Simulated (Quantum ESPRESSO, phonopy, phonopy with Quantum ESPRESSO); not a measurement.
# Grüneisen parameters and expansion of ZnS (F-43m), part 9 of 9

Which modes of ZnS drive its thermal expansion?

Experimental results on record:
- bulk modulus 71.4 GPa near room temperature (given in “High-Throughput Prediction of Finite-Temperature Properties using the Quasi-Harmonic Approximation”, 2016, arXiv:1603.06924)

Quantum ESPRESSO 7.5; DFT PBE, scalar-relativistic, plane waves, GBRV ultrasoft pseudopotentials.

So far. Step 29 (Self-consistent run, V/V0 1.06): The run ends at a pressure of -3.62 GPa. Step 30 (Born charges and dielectric tensor): The Born charges sum to zero within 0.0040 e; the rest is removed before use. Acoustic frequencies in this log differ from zero by the error of the sum rule, which ph.x does not impose.

The database entry behind the starting cell differs from later determinations by our own check (about 0.1 % short), so it need not match the best structure at ambient conditions.

## Step 32: Phonons, V/V0 1.06

This step: DFT PBE, scalar-relativistic, plane waves, GBRV ultrasoft pseudopotentials (phonopy with Quantum ESPRESSO 4.10.0 / 7.5).

Run time: 3.3 min. Hardware: 8 threads of Arm Neoverse V1, shared host.

Phonopy, LO-TO term from ph.x's tensors. Phonon branches along the path, in cm⁻¹:

```
    point  branch 1  branch 2  branch 3  branch 4  branch 5  branch 6
        Γ         0         0         0       235       235       307
  halfway        70        70       133       247       247       298
        X        90        90       193       266       266       288
  halfway        90       102       187       264       268       285
        U        87       126       171       260       272       282
jump to K        87       126       171       260       272       282
  halfway        61        94       132       242       251       295
        Γ         0         0         0       235       235       307
  halfway        54        54       130       240       240       301
        L        73        73       180       246       246       297
  halfway        84       116       167       254       260       288
        W        99       133       161       268       268       279
  halfway        95       108       181       266       267       284
        X        90        90       193       266       266       288
```

The phonon branches as a text plot (rows in cm⁻¹):

```
    301 |*******                ********************
    288 |       ********** *****                    ****     ****
    275 |               ****                            *****
    262 |         ********* ****                      ***********
    250 |     ****         ********            ********
    237 |*****                  ***************
    224 |
    211 |
    198 |            *
    186 |          ** ***                        *           ****
    173 |         *      **                    ** *****     *
    160 |       **         *                           *****
    147 |                   ****             **
    134 |     **           ***  *           *           ****
    122 |                **                           **    *
    109 |    *          *     ** **                          *
     96 |            ***        *          *         *  *********
     83 |       *****  *******     **             ******
     70 |  ** **              ** **      **    ******
     58 |    *                  *           ***
     45 |  **                    *****     *
     32 | *                        **   ***
     19 | *                          *  *
      6 |*                            **
         Γ           X  U|K            Γ         L        W     X
```

No mode is imaginary beyond numerical noise along the path. The highest zone-centre mode (no LO–TO term) moved by -10.3 % for a volume change of +6.0 %.

The time given is that of the 2 pw.x runs on displaced cells behind this step.

## Step 33: Mode Grüneisen parameters

This step: DFT PBE, scalar-relativistic, plane waves, GBRV ultrasoft pseudopotentials (phonopy 4.10.0).

This step gave:

```yaml
share_of_modes_with_a_negative_grueneisen_parameter: 0.285
```

Mean Grüneisen, by row:

```
T (K)  heat-capacity-weighted mean  root mean square
   50                       -0.271              0.82
  100                        0.348             1.085
  200                        0.693              1.24
  300                        0.767             1.272
  500                        0.806             1.288
  800                        0.819             1.294
```

The mean mode Grueneisen parameter by wavenumber:

```
wavenumber (cm⁻¹)  mean mode Grueneisen parameter
                6                               -
               16                           -1.22
               27                           -1.21
               38                          -0.697
               49                          -0.911
               60                          -0.955
               71                          -0.812
               82                          -0.633
               93                          -0.271
              104                         0.00655
              115                            0.13
              126                           0.129
              137                           0.373
              148                           0.976
              158                           0.999
              169                            1.14
              180                             1.1
              191                             1.1
              202                            1.09
              213                               -
              224                               -
              235                               -
              246                               -
              257                             1.8
              268                            1.83
              279                            1.81
              290                            1.67
              300                            1.66
              312                            1.47
              322                            1.28
```

Volume series, by row:

```
 V/V0  V (Å³/atom)  pressure (GPa)  E - E0 (meV/atom)  gap (eV)  zero-point energy (meV/atom)  lowest on the path (cm⁻¹)  highest at Gamma without the LO-TO term (cm⁻¹)
 0.97        19.51           2.255              5.322     2.152                         39.33                          0                                           276.1
0.985        19.81           1.065              1.587     2.086                         38.59                          0                                           268.8
    1        20.11          -0.033                  0     2.021                         37.88                          0                                           261.7
1.015        20.42          -1.044               0.43     1.957                         37.17                          0                                           254.7
 1.03        20.72          -1.975               2.71     1.895                         36.45                          0                                           247.9
1.045        21.02          -2.832              6.668     1.834                         35.77                          0                                           241.3
 1.06        21.32          -3.625              12.17     1.775                         35.09                          0                                           234.8
```

The optical frequency at Gamma without the LO-TO term, mode 4 by V/V0:

```
  V/V0  optical frequency at Gamma without the LO-TO term, mode 4 (cm⁻¹)
0.9700                                                               276
0.9850                                                               269
1.0000                                                               262
1.0150                                                               255
1.0300                                                               248
1.0450                                                               241
1.0600                                                               235
```

Grüneisen at points, by row:

```
point  branch  frequency (cm⁻¹)  mode Grüneisen parameter
    Γ       4             261.7                      1.79
    Γ       6               328                      1.11
    X       1                89                     -0.63
    X       3               205                      1.08
    X       4             295.1                      1.77
    X       6             310.6                       1.3
    U       1              85.5                     -0.76
    U       2             127.5                      0.05
    U       3             183.8                      1.22
    U       4             289.3                      1.79
    U       5             295.2                      1.39
    U       6             310.3                      1.65
    K       1              85.5                     -0.76
    K       2             127.5                      0.05
    K       3             183.8                      1.22
    K       4             289.3                      1.79
    K       5             295.2                      1.39
    K       6             310.3                      1.65
    L       1              70.2                     -1.08
    L       3             189.6                      0.91
    L       4             275.4                      1.85
    L       6             321.5                      1.37
    W       1             101.1                      0.03
    W       2             131.3                     -0.39
    W       3             175.6                      1.46
    W       4             290.3                      1.36
    W       5               298                      1.76
    W       6             308.1                      1.68
```

The printed pressures lie 0.31 GPa below −dE/dV of the same runs on average, in a series that spans 5.9 GPa: energy and stress disagree, as they do when the basis is incomplete, so the pressures are not converged.

## Step 34: Free-energy fit

Numbers from this step:

| Quantity | Value |
| --- | --- |
| volume expansion coefficient at 300 K | 24.06 1e-6/K |
| isothermal bulk modulus at 300 K | 64.95 GPa |
| C_P at 300 K | 22.95 J/mol-atom/K |
| Grüneisen parameter at 300 K | 0.841 |

The energy (each curve on its own zero) by volume; values in meV/atom:

```
volume (Å³/atom)  static  F at 0 K  F at 300 K  F at 900 K
          19.511    5.32      7.46        8.72        14.2
          19.813    1.59         3        3.93        7.82
          20.114       0      0.69        1.25        3.38
          20.416    0.43      0.42        0.53        0.78
          20.718    2.71      1.98        1.57       -0.28
          21.020    6.67      5.26        4.32        0.44
          21.321    12.2      10.1        8.55         2.5
```

Phonopy-qha, vinet fit of F(V) at each temperature; no electronic free energy. Qha vinet, by row:

```
T (K)  fitted volume (Å³/atom)  alpha_V (1e-6/K)  B_T (GPa)  C_P (J/mol-atom/K)  Grueneisen
  100                    20.31              7.06      67.55               13.36      0.4351
  150                    20.32             14.63      66.97               18.05       0.665
  200                    20.34             19.29      66.31               20.61      0.7627
  250                    20.36             22.15      65.64               22.07      0.8121
  300                    20.38             24.06      64.95               22.95      0.8413
  350                    20.41             25.44      64.26               23.53       0.861
  400                    20.44             26.52      63.58               23.93      0.8756
  450                    20.46             27.42       62.9               24.23      0.8872
  500                    20.49              28.2      62.24               24.45      0.8971
  550                    20.52              28.9      61.57               24.64      0.9057
  600                    20.55             29.55      60.92               24.79      0.9136
  650                    20.58             30.16      60.28               24.91      0.9209
  700                    20.61             30.74      59.65               25.03      0.9277
  750                    20.65              31.3      59.02               25.13      0.9343
  800                    20.68             31.85      58.41               25.23      0.9406
  850                    20.71             32.39      57.81               25.31      0.9467
```

The volume expansion coefficient, phonopy-qha, Vinet by temperature:

```
temperature (K)  volume expansion coefficient, phonopy-qha, Vinet (1e-6/K)
             75                                                       2.63
            100                                                       7.06
            125                                                       11.2
            150                                                       14.6
            175                                                       17.3
            225                                                       20.9
            250                                                       22.1
            275                                                       23.2
            300                                                       24.1
            325                                                       24.8
            350                                                       25.4
            375                                                       26.0
            400                                                       26.5
            425                                                       27.0
            450                                                       27.4
            500                                                       28.2
            525                                                       28.6
            550                                                       28.9
            575                                                       29.2
            600                                                       29.6
            625                                                       29.9
            650                                                       30.2
            675                                                       30.4
            700                                                       30.7
            725                                                       31.0
            775                                                       31.6
            800                                                       31.9
            825                                                       32.1
            850                                                       32.4
            875                                                       32.6
```

The fit gives a volume expansion of 24.1 × 10⁻⁶/K at 300 K.

## Step 35: What came out

| Item | Value |
| --- | --- |
| volume expansion coefficient at 300 K | 24.06 1e-6/K |
| isothermal bulk modulus at 300 K | 64.95 GPa |
| C_P at 300 K | 22.95 J/mol-atom/K |
| Grüneisen parameter at 300 K | 0.841 |
| mean mode Grüneisen parameter at 300 K | 0.767 |

In words: Near room temperature ZnS expands by 24.1 × 10⁻⁶/K in volume by PBE, with C_P = 23.0 J/(mol K) per mole of atoms and B_T = 65.0 GPa. The q-mesh is coarse, and the expansion can converge slowly with it. C_P at room temperature is 92 % of the classical 3R an atom, so the stiffest modes are still partly frozen out. A measured bulk modulus near room temperature is 71.4 GPa (arXiv:1603.06924); the calculated 65.0 GPa differs by -9 %. The table does not say whether its value is isothermal or adiabatic. The heat-capacity-weighted Grüneisen parameter goes from -0.271 at 50 K to 0.819 at 800 K; 28 % of the modes stiffen on expansion. Weighting γ by the density of states and each mode's heat capacity at 300 K, the lowest third of the frequency range (cuts at 110 and 220 cm⁻¹) pulls the cell inward, while the rest pushes it outward. Among the labelled points γ is largest for branch 4 at L (275 cm⁻¹, 1.9) and most negative for branch 1 at L (70.2 cm⁻¹, -1.1). The supercell is small: only its own wavevectors are exact, and branches between them are interpolated and can be misplaced. The printed pressures lie 0.31 GPa below −dE/dV of the same runs on average, in a series that spans 5.9 GPa: energy and stress disagree, as they do when the basis is incomplete, so the pressures are not converged.

[Logs are printed without paths, hosts, clocks, repeated set-up lines and the standing remarks that a program may print on its own settings, such as how far it seeks lower states.]

[Hosts, paths, dates, database ids (printed as entryN), source tags and the programs' standing remarks are cut or masked in the printed files.]

[A step with changed settings may run another functional than the one named; its input shows which.]

[Of the runs on displaced cells, only some may be shown.]
